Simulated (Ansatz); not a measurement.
# Phonons of Sc3SnB (Pm-3m) against volume

Aim: how the phonons of Sc3SnB (Pm-3m) shift with volume, and the thermal expansion that follows.

Calculated with Ansatz 0.2.0; DFT PBEsol, scalar-relativistic, plane waves, PAW; PAW set soft_1.

**1. Set-up**

Symmetry: Pm-3m, No. 221, cubic system. The conventional cell has a = 4.602 Å, b = 4.602 Å, c = 4.602 Å, α = 90.00°, β = 90.00°, γ = 90.00°. Nearest to Sc lie 2 B at 2.30 Å and 8 Sc at 3.25 Å and 4 Sn at 3.25 Å. Sn has 12 Sc at 3.25 Å nearest. B has 6 Sc at 2.30 Å nearest. Farther neighbours are not listed.

**2. Phonons on a q mesh**

The cell comes from relaxations at this level that are not shown. Stability and thermal properties need the whole zone. Linear response on a 4×4×4 q mesh gives force constants as far as a supercell of that size would.

File input.yaml:

```yaml
crystal:
  lattice:
    - [4.602466756, 0.0, 0.0]
    - [0.0, 4.602466756, 0.0]
    - [0.0, 0.0, 4.602466756]
  atoms:
    - { symbol: Sc, position: [0.0, 0.5, 0.5] }
    - { symbol: Sc, position: [0.5, 0.0, 0.5] }
    - { symbol: Sc, position: [0.5, 0.5, 0.0] }
    - { symbol: Sn, position: [0.0, 0.0, 0.0] }
    - { symbol: B, position: [0.5, 0.5, 0.5] }
kpoints:
  mp_grid: { grid: [8, 8, 8] }
hamiltonian:
  xc: pbesol
  pseudopotentials: { kind: paw, azcp: { folder: soft_1 }, xc_functional: pbe }
scf:
  occupations: { method: methfessel_paxton, width: 0.2 }
output:
  eigenvalues: true
phonons:
  method: dfpt
  qmesh: [4, 4, 4]
  temperatures: { t_max: 1000, t_step: 50 }
  qpath:
    path:
      - [[0.0, 0.0, 0.0], [0.0, 0.5, 0.0], [0.5, 0.5, 0.0], [0.0, 0.0, 0.0], [0.5, 0.5, 0.5], [0.0, 0.5, 0.0]]
      - [[0.5, 0.5, 0.5], [0.5, 0.5, 0.0]]
    npoints: 10
```

The run is started by

```bash
$ ansatz run input.yaml --threads 4 --pin off --max-ram 10240MiB --backend cpu --events-out ev --progress --plain --runs-dir out
```

Numbers of over 12 decimals in the logs are rounded to 6 here.

The log of the run:

```text
Engine: ansatz 0.2.0, aarch64-unknown-linux-gnu
Pseudopotentials: kind: paw
Pseudopotential: Sc, paw, valence charge 11, recommended cutoff 420 eV (normal), soft_1/Sc.paw.azcp
Pseudopotential: Sn, paw, valence charge 14, recommended cutoff 420 eV (normal), soft_1/Sn.paw.azcp
Pseudopotential: B, paw, valence charge 3, recommended cutoff 420 eV (normal), soft_1/B.paw.azcp
Functional definition: PBEsol
  exchange = pbesol_x
  correlation = pbesol_c
Crystal: 5 atoms, lattice volume = 97.493 Å³
Basis set: ecut = 420 eV, 1935 PW (Γ), exchange–correlation on 64×64×64 points (8 copies of the dense FFT grid, shifted against one another)
Bands: 30, of which v1, the nominal top of the filled ones, is band 25 counted from 1 (24 counted from 0)
Symmetry: 48 space group operations
k-points: 35 of 512
Non-local potential: Sc, projectors of the file, l = 0: 3, l = 1: 2, l = 2: 3, l = 3: 1
Non-local potential: Sn, projectors of the file, l = 0: 2, l = 1: 2, l = 2: 2, l = 3: 1
Non-local potential: B, projectors of the file, l = 0: 2, l = 1: 2, l = 2: 1
PAW form: soft (Blöchl's): semilocal exchange-correlation on the pseudo side does not see the compensation charge
PAW frozen core: Sc, regenerated for the run's functional, and the local potential with it (the file was generated under x = pbe(κ = 0.804, μ = 0.219515), c = pbe(β = 0.066725))
PAW frozen core: Sn, regenerated for the run's functional, and the local potential with it (the file was generated under x = pbe(κ = 0.804, μ = 0.219515), c = pbe(β = 0.066725))
PAW frozen core: B, regenerated for the run's functional, and the local potential with it (the file was generated under x = pbe(κ = 0.804, μ = 0.219515), c = pbe(β = 0.066725))
PAW one-centre angular grid: Sc, 590 points (default); XC on 64 Gauss nodes
PAW one-centre angular grid: Sn, 590 points (default); XC on 64 Gauss nodes
PAW one-centre angular grid: B, 110 points (default); XC on 64 Gauss nodes
Initial density: superposition of atomic densities (chi_scale 0.1, normalization cell, long waves kept (reshape's long-wave potential 0.00 eV rms))
Initial wavefunctions: pseudopotential atomic-orbital guess
Functional: x = pbesol(κ = 0.804, μ = 0.123457), c = pbesol(β = 0.046)
SCF iter   1: F=—  HF=-12444.782281 eV  |F-HF|=—  |Δ(HF+E_count)|=         —  Δρ=7.99e-2  dr2=1.86e1  ethr=3.10e-3  ⟨swp⟩=4.9  Hψ=4231  notcnv=0
preconditioner: auto → Kerker (q_TF=auto, 2.441 Å⁻¹)  [metal: Δε(μ)=0.056 eV  Ē_g=9.935 eV  σ=0.200 eV  W_gap=0.23  n_scr=26 (ndim 8)  ℏωp=19.2 eV  f_vac=0.000  D(μ)=1.35/eV (n_scr^D=6)]
SCF iter   2: F=—  HF=-12441.126725 eV  |F-HF|=—  |Δ(HF+E_count)|=    3.66e0  S|Δr|=    0.00e0  Δρ=3.61e-2  dr2=4.75e0  ethr=3.10e-3  ⟨swp⟩=2.5  Hψ=1981  notcnv=0  defer=10
SCF iter   3: F=—  HF=-12439.927133 eV  |F-HF|=—  |Δ(HF+E_count)|=    1.20e0  S|Δr|=    0.00e0  Δρ=1.18e-2  dr2=3.51e-1  ethr=3.10e-3  ⟨swp⟩=2.5  Hψ=1799  notcnv=0  defer=9
SCF iter   4: F=—  HF=-12439.831093 eV  |F-HF|=—  |Δ(HF+E_count)|=   9.60e-2  S|Δr|=    0.00e0  Δρ=2.81e-3  dr2=1.08e-2  ethr=7.02e-4  ⟨swp⟩=2.0  Hψ=1488  notcnv=0  defer=9
SCF iter   5: F=—  HF=-12439.829122 eV  |F-HF|=—  |Δ(HF+E_count)|=   1.97e-3  S|Δr|=    0.00e0  Δρ=8.72e-4  dr2=9.43e-4  ethr=2.17e-5  ⟨swp⟩=2.9  Hψ=1935  notcnv=0  defer=9
SCF iter   6: F=—  HF=-12439.828906 eV  |F-HF|=—  |Δ(HF+E_count)|=   2.16e-4  S|Δr|=    0.00e0  Δρ=2.94e-4  dr2=1.16e-4  ethr=1.89e-6  ⟨swp⟩=2.0  Hψ=1496  notcnv=0  defer=9
SCF iter   7: F=—  HF=-12439.828862 eV  |F-HF|=—  |Δ(HF+E_count)|=   4.40e-5  S|Δr|=    0.00e0  Δρ=6.03e-5  dr2=3.35e-6  ethr=2.31e-7  ⟨swp⟩=2.0  Hψ=1493  notcnv=0  defer=9
SCF iter   8: F=—  HF=-12439.828866 eV  |F-HF|=—  |Δ(HF+E_count)|=   3.77e-6  S|Δr|=    0.00e0  Δρ=1.59e-5  dr2=2.34e-7  ethr=6.70e-9  ⟨swp⟩=2.0  Hψ=1510  notcnv=0  defer=9
SCF iter   9: F=—  HF=-12439.828866 eV  |F-HF|=—  |Δ(HF+E_count)|=   1.25e-8  S|Δr|=    0.00e0  Δρ=3.10e-6  dr2=9.98e-9  ethr=4.67e-10  ⟨swp⟩=2.2  Hψ=1439  notcnv=0  defer=9
SCF iter  10: F=—  HF=-12439.828866 eV  |F-HF|=—  |Δ(HF+E_count)|=  1.53e-10  S|Δr|=    0.00e0  Δρ=5.50e-7  dr2=3.11e-10  ethr=2.00e-11  ⟨swp⟩=2.0  Hψ=1228  notcnv=0  defer=9
SCF iter  11: F=-12439.828866 eV  HF=-12439.828866 eV  |F-HF|=3.64e-12  |Δ(HF+E_count)|=  6.55e-11  S|Δr|=    0.00e0  Δρ=6.61e-8  dr2=6.65e-12  ethr=1.00e-12  ⟨swp⟩=7.6  Hψ=5611  notcnv=0
SCF 1 converged in 11 iterations: F = -12439.828866 eV  dr2 = 6.65e-12
  greatest PAW one-centre occupation: 0.998 electrons in one spin orbital (limit 2), on the Sc atom at site 0 (counted from 0), in its partial waves of l = 0
Initial density: read from a saved state, or passed on in memory by an earlier SCF of this step, an earlier step, the calling program or the single point that the run made first
iter 1 solved again at ethr=1.55e-7 eV; its pass at ethr=3.10e-3 eV (dr2=7.77e-5 eV) is discarded
SCF iter   1: F=—  HF=-12439.828864 eV  |F-HF|=—  |Δ(HF+E_count)|=         —  Δρ=3.95e-7  dr2=1.12e-10  ethr=1.55e-7  ⟨swp⟩=3.9  Hψ=6983  notcnv=0
eigensolver tolerance schedule: the retry pair's looser diagonalisation over-reported the residual by 694163.32 of it (diagonalisation noise at an unbounded share of the residual, at the tolerance the schedule requests for it); recorded, not acted on — ethr = c·dr2/N_el stays at c = 1.0e-1
preconditioner: auto → Kerker (q_TF=auto, 2.441 Å⁻¹)  [metal: Δε(μ)=0.026 eV  Ē_g=4.296 eV  σ=0.200 eV  W_gap=0.11  n_scr=26 (ndim 8)  ℏωp=15.0 eV  f_vac=0.000  D(μ)=1.41/eV (n_scr^D=6)]
SCF iter   2: F=—  HF=-12439.828866 eV  |F-HF|=—  |Δ(HF+E_count)|=   1.41e-6  S|Δr|=    0.00e0  Δρ=1.97e-7  dr2=3.74e-11  ethr=1.00e-12  ⟨swp⟩=4.0  Hψ=2940  notcnv=0
SCF iter   3: F=—  HF=-12439.828866 eV  |F-HF|=—  |Δ(HF+E_count)|=  7.28e-12  S|Δr|=    0.00e0  Δρ=1.34e-7  dr2=1.67e-11  ethr=1.00e-12  ⟨swp⟩=1.0  Hψ=1050  notcnv=0
SCF iter   4: F=-12439.828866 eV  HF=-12439.828866 eV  |F-HF|=3.64e-12  |Δ(HF+E_count)|=  5.46e-12  S|Δr|=    0.00e0  Δρ=1.84e-8  dr2=3.46e-13  ethr=1.00e-12  ⟨swp⟩=2.5  Hψ=2148  notcnv=0
SCF 2 converged in 4 iterations: F = -12439.828866 eV  dr2 = 3.46e-13
  greatest PAW one-centre occupation: 0.998 electrons in one spin orbital (limit 2), on the Sc atom at site 2 (counted from 0), in its partial waves of l = 0
phonons: the bands overlap, so this run is a metal and interpolates without the dipole-dipole term. If the crystal is really an insulator or semiconductor, its LO-TO splitting is missing
NSCF: frozen V_eff on 35 k-points
NSCF: frozen V_eff on 125 k-points
DFPT response loops at q = (0, 0, 0) (fractional): preconditioner auto → Kerker (q_TF=auto, 2.441 Å⁻¹) (partly filled bands, converged f_vac=0.000); β = 1.00, the filter's whole step (`scf.mixing.beta` (0.50) is not read by the response loops under this deck's `scf.mixing.preconditioner`; to damp them name `kerker` or `kerker_dos`, under which they read `scf.mixing.beta`, and type it under 1.00, their step now; both keys bind the ground state too); Broyden in place of MSR1
NSCF: frozen V_eff on 400 k-points
DFPT response loops at q = (0, 0, 0.25) (fractional): mixed as the last ones told, above
NSCF: frozen V_eff on 250 k-points
DFPT response loops at q = (0, 0, -0.5) (fractional): mixed as the last ones told, above
NSCF: frozen V_eff on 640 k-points
DFPT response loops at q = (0, 0.25, 0.25) (fractional): mixed as the last ones told, above
NSCF: frozen V_eff on 400 k-points
DFPT response loops at q = (0, 0.25, -0.5) (fractional): mixed as the last ones told, above
NSCF: frozen V_eff on 250 k-points
DFPT response loops at q = (0, -0.5, -0.5) (fractional): mixed as the last ones told, above
NSCF: frozen V_eff on 1024 k-points
DFPT response loops at q = (0.25, 0.25, 0.25) (fractional): mixed as the last ones told, above
NSCF: frozen V_eff on 640 k-points
DFPT response loops at q = (0.25, 0.25, -0.5) (fractional): mixed as the last ones told, above
NSCF: frozen V_eff on 400 k-points
DFPT response loops at q = (0.25, -0.5, -0.5) (fractional): mixed as the last ones told, above
NSCF: frozen V_eff on 250 k-points
DFPT response loops at q = (-0.5, -0.5, -0.5) (fractional): mixed as the last ones told, above
SCF converged after 11 iterations
Stability not checked: this state was not tested for a lower state beside it, because cold or Methfessel-Paxton smearing, or corrected tetrahedra, fill the levels in a way that the test cannot read (fill_not_monotonic; see scf.lower_state_search)
Free energy (F): -12439.828866 eV
Harris-Foulkes:  -12439.828866 eV  (|F-HF|=3.64e-12)
Internal energy: -12439.830233 eV  (E = F + TS)
E sigma→0 (E₀):  -12439.829208 eV
Entropy (-TS):   0.001368 eV (0.274 meV/atom)
Fermi energy:    10.430720 eV
--- Per-component energies (eV) ---
  E_band       = -517.025236
  E_kinetic    = 840.659993
  E_local      = -3378.877027  (includes V_loc(G=0)·N_el)
  E_nonlocal   = 585.652889
  E_hartree    = 1358.070969
  E_xc         = -413.835462
  E_vxc        = -435.942137  (∫ρ·V_xc dr)
  E_paw        = -7272.447962  (= ΣΔE_a)
  E_vpaw       = -844.661346  (= ΣTr[D̂ρ^β])
  E_aug_tail   = 0.000418  (compensation charges beyond the density's cutoff)
  E_ewald      = -4159.740677
  E_core_change = 0.686626  (= ΣΔE_core)
  E_smearing   = 0.001368  (= −TS)
  E_closure    = -0.000000  (closes the sum)
  Σ components = -12439.828866   (vs F -12439.828866, Δ=0.00e0)
--- Band table (eV; the first three rows and the last of 35) ---
  k-point 0: bands = [... 21 lower, 9.6010, 9.8933, 9.8933, 10.4499, 10.4499, 10.4499, 12.9110, 12.9110, ... 1 higher]
  k-point 1: bands = [... 21 lower, 9.5596, 10.0061, 10.3462, 10.3462, 10.4241, 10.4949, 12.0171, 12.8019, ... 1 higher]
  k-point 2: bands = [... 21 lower, 9.4633, 10.1376, 10.1376, 10.3202, 10.3256, 10.6164, 11.4905, 12.6962, ... 1 higher]
  k-point 34: bands = [... 21 lower, 7.6009, 8.6137, 8.6137, 8.6137, 11.9561, 11.9561, 11.9561, 12.1309, ... 1 higher]
--- Phonons (Γ-DFPT): 4 representative perturbations + reference (Σ response iterations 13) ---
  ASR residual: 7.379e-5 → 0.000e0 eV/Å²; symmetrization residual: 2.599e-6 eV/Å²
  ASR residual per site (eV/Å²): 3.14e-5 3.14e-5 3.14e-5 7.38e-5 1.26e-6
  Γ frequencies (cm⁻¹): 0.00 0.00 0.00 126.78 126.78 126.78 167.50 167.50 167.50 238.20 238.20 238.20 488.32 488.32 488.32
--- Phonons (arbitrary-q DFPT): 10 irreducible q on the 4×4×4 mesh ---
  q = [0.0000, 0.0000, 0.0000] (star 1, of the zone-centre solve; hermiticity 4.85e-7, symmetrization 6.33e-12): -0.00 -0.00 -0.00 126.78 126.78 126.78 167.50 167.50 167.50 238.20 238.20 238.20 488.32 488.32 488.32
  q = [0.0000, 0.0000, 0.2500] (star 6, 9 solved perturbations in 1560 linear systems a pass and spin channel, the states on 200 of 512 k-point pairs; hermiticity 4.21e-7, symmetrization 3.46e-13): 62.35 62.35 88.57 128.89 128.89 157.10 161.60 168.69 168.69 231.90 231.90 271.93 498.68 498.68 553.81
  q = [0.0000, 0.0000, -0.5000] (star 3, 9 solved perturbations in 975 linear systems a pass and spin channel, the states on 125 of 512 k-point pairs; hermiticity 2.27e-7, symmetrization 1.92e-8): 90.61 90.61 105.34 129.21 129.21 159.37 172.70 172.70 181.52 224.95 224.95 315.35 526.01 526.01 574.44
  q = [0.0000, 0.2500, 0.2500] (star 12, 9 solved perturbations in 2460 linear systems a pass and spin channel, the states on 320 of 512 k-point pairs; hermiticity 2.82e-7, symmetrization 1.41e-13): 79.34 80.61 99.16 134.53 136.30 154.54 164.79 167.91 193.13 224.49 256.11 286.51 506.73 538.53 558.54
  q = [0.0000, 0.2500, -0.5000] (star 12, 15 solved perturbations on 200 of 512 k-point pairs; hermiticity 3.44e-7, symmetrization 9.98e-8): 92.61 94.31 101.61 121.67 143.09 160.39 168.83 169.46 214.89 218.57 263.92 325.22 518.75 547.30 568.79
  q = [0.0000, -0.5000, -0.5000] (star 3, 9 solved perturbations in 975 linear systems a pass and spin channel, the states on 125 of 512 k-point pairs; hermiticity 1.24e-7, symmetrization 2.44e-8): 82.96 99.07 99.90 99.90 163.39 163.39 173.04 173.04 197.02 241.63 298.40 346.16 516.19 561.17 561.17
  q = [0.2500, 0.2500, 0.2500] (star 8, 4 solved perturbations in 1376 linear systems a pass and spin channel, the states on 512 of 512 k-point pairs; hermiticity 6.07e-8, symmetrization 6.13e-13): 88.90 88.90 102.57 129.54 129.54 149.51 187.45 187.45 188.60 256.99 256.99 295.97 540.78 540.78 559.24
  q = [0.2500, 0.2500, -0.5000] (star 12, 9 solved perturbations in 2460 linear systems a pass and spin channel, the states on 320 of 512 k-point pairs; hermiticity 3.41e-7, symmetrization 2.12e-8): 95.87 97.45 101.61 122.28 131.12 136.32 186.54 203.11 210.98 256.53 269.53 330.50 546.40 548.19 566.48
  q = [0.2500, -0.5000, -0.5000] (star 6, 9 solved perturbations in 1560 linear systems a pass and spin channel, the states on 200 of 512 k-point pairs; hermiticity 2.22e-7, symmetrization 1.78e-8): 99.98 101.07 101.07 101.37 130.15 130.15 202.18 202.18 224.29 260.33 302.35 347.42 547.47 561.92 561.92
  q = [-0.5000, -0.5000, -0.5000] (star 1, 4 solved perturbations in 350 linear systems a pass and spin channel, the states on 125 of 512 k-point pairs; hermiticity 2.42e-8, symmetrization 1.44e-8): 102.14 102.14 102.14 112.14 112.14 112.14 216.18 216.18 216.18 305.82 305.82 359.26 562.12 562.12 562.12
  sum rule: each row above includes the acoustic sum rule's correction from the zone centre's row sums; it moved no ω² by more than (0.44 cm⁻¹)²
  mesh force constants: q→R imaginary residual 3.06e-19; ASR residual 7.379e-5 → 0.000e0 eV/Å²; symmetrization residual 2.309e-14 eV/Å²
  interpolated dispersion: 62 rows × 15 modes
  density of states and harmonic sums: on the 16×16×16 q-mesh, interpolated from the force constants of a 4×4×4 supercell (no non-analytic term)
  largest difference from the sums on the solved wave vectors: F 1.20e-2 eV, S 1.60e-5 and C_V 3.98e-6 eV/K
  zero-point energy: 0.228388 eV/cell   skipped modes (ω ≤ 0): 3   left out of the sums: 4.88e-5 of the cell's modes: C_V's classical limit lies that fraction below 3 k_B per atom; for a crystal, a wire or a layer, F and S can be off by more, and a phonons.interpolated_qmesh denser along its periods is the remedy for the sampling
```

The job ended after 18 min (4 threads of Arm Neoverse V2, shared host; peak memory 3.7 GiB).

Numbers from this step:

```yaml
volume_per_atom: 19.50 Å³
gap_on_the_k_mesh: 0 eV
sum_rule_residual_before_enforcement: 7.38e-5 eV/Å²
lowest_frequency_on_the_path: 0 cm⁻¹
point_group: m-3m
highest_frequency_on_the_path_or_at_a_solved_wavevector: 574.5 cm⁻¹
mean_frequency: 245.6 cm⁻¹
debye_temperature_second_moment: 546 K
logarithmic_mean_frequency: 201.3 cm⁻¹
highest_optical_mode_at_the_zone_centre_no_lo_to_term: 488.3 cm⁻¹
lowest_optical_zone_centre_mode: 126.8 cm⁻¹
lowest_mode_on_the_q_mesh_acoustic_modes_at_gamma_apart: 62.35 cm⁻¹
zero_point_energy_per_atom: 45.68 meV
heat_capacity_at_300_k: 21.64 J/(mol atoms K)
vibrational_entropy_at_300_k: 27.67 J/(mol atoms K)
edges_of_the_widest_gap_between_branches_on_path_and_mesh: 359.3, 488.3 cm⁻¹
```

Frequencies (cm⁻¹) solved at each irreducible wavevector; negative means imaginary. Frequencies by wavevector, by row:

```
q in reciprocal lattice units  star  mode 1  mode 2  mode 3  mode 4  mode 13  mode 14  mode 15
                        0 0 0     1       0       0       0   126.8    488.3    488.3    488.3
                     0 0 0.25     6    62.4    62.4    88.6   128.9    498.7    498.7    553.8
                     0 0 -0.5     3    90.6    90.6   105.3   129.2      526      526    574.4
                  0 0.25 0.25    12    79.3    80.6    99.2   134.5    506.7    538.5    558.5
                  0 0.25 -0.5    12    92.6    94.3   101.6   121.7    518.8    547.3    568.8
                  0 -0.5 -0.5     3      83    99.1    99.9    99.9    516.2    561.2    561.2
               0.25 0.25 0.25     8    88.9    88.9   102.6   129.5    540.8    540.8    559.2
               0.25 0.25 -0.5    12    95.9    97.5   101.6   122.3    546.4    548.2    566.5
               0.25 -0.5 -0.5     6     100   101.1   101.1   101.4    547.5    561.9    561.9
               -0.5 -0.5 -0.5     1   102.1   102.1   102.1   112.1    562.1    562.1    562.1
```

Symmetry leaves 10 wavevectors to solve. The lowest mode among them, the acoustic zeros apart, lies at q = (0, 0, 0.25) and is real, 62.4 cm⁻¹.

**3. Relaxing at another volume, volume ratio 0.97**

The volume is scaled by 0.97 and held; symmetry leaves nothing to relax, so this is a single point. The modes can then be followed against volume.

input.yaml, the sections that differ from step 2:

```yaml
crystal:
  lattice:
    - [4.5559740141, 0.0, 0.0]
    - [0.0, 4.5559740141, 0.0]
    - [0.0, 0.0, 4.5559740141]
  atoms:
    - { symbol: Sc, position: [0.0, 0.5, 0.5] }
    - { symbol: Sc, position: [0.5, 0.0, 0.5] }
    - { symbol: Sc, position: [0.5, 0.5, 0.0] }
    - { symbol: Sn, position: [0.0, 0.0, 0.0] }
    - { symbol: B, position: [0.5, 0.5, 0.5] }
output:
  forces: true
  stress: true
  eigenvalues: true
# kpoints, hamiltonian, scf: as in step 2
# phonons: removed
```

The log of the run:

```text
[...]
Crystal: 5 atoms, lattice volume = 94.568 Å³
Basis set: ecut = 420 eV, 1839 PW (Γ), exchange–correlation on 64×64×64 points (8 copies of the dense FFT grid, shifted against one another)
Bands: 30, of which v1, the nominal top of the filled ones, is band 25 counted from 1 (24 counted from 0)
Symmetry: 48 space group operations
[...]
k-points: 35 of 512
[...]
k-point 0: bands = [... 21 lower, 10.0173, 10.2565, 10.2565, 10.8175, 10.8175, 10.8175, 13.3866, 13.3866, ... 1 higher]
  k-point 1: bands = [... 21 lower, 9.9672, 10.3727, 10.7205, 10.7205, 10.8192, 10.8638, 12.4885, 13.2721, ... 1 higher]
  k-point 2: bands = [... 21 lower, 9.8503, 10.5266, 10.5266, 10.6964, 10.7314, 10.9886, 11.9350, 13.1569, ... 1 higher]
  k-point 34: bands = [... 21 lower, 7.9358, 8.9846, 8.9846, 8.9846, 12.3890, 12.3890, 12.3890, 12.5686, ... 1 higher]
[key lines of the parts left out:]
SCF converged after 9 iterations
Free energy (F): -12439.803343 eV
Fermi energy:    10.816645 eV
P = ⅓ Tr σ = 2.8660 GPa (28.660 kbar)
```

It took 1.6 s on 4 threads; peak memory 0.43 GiB; 6 s of CPU time.

Numbers from this step:

| Property | Result |
| --- | --- |
| pressure | 2.866 GPa |
| volume per atom | 18.91 Å³ |

The run ends at a pressure of 2.87 GPa.

(Part 1 of 2 ends here.)

[Logs are printed without paths, hosts, clocks, repeated set-up lines and the standing remarks that a program may print on its own settings, such as how far it seeks lower states.]

[Hosts, paths, dates, database ids (printed as entryN), source tags and the programs' standing remarks are cut or masked in the printed files.]
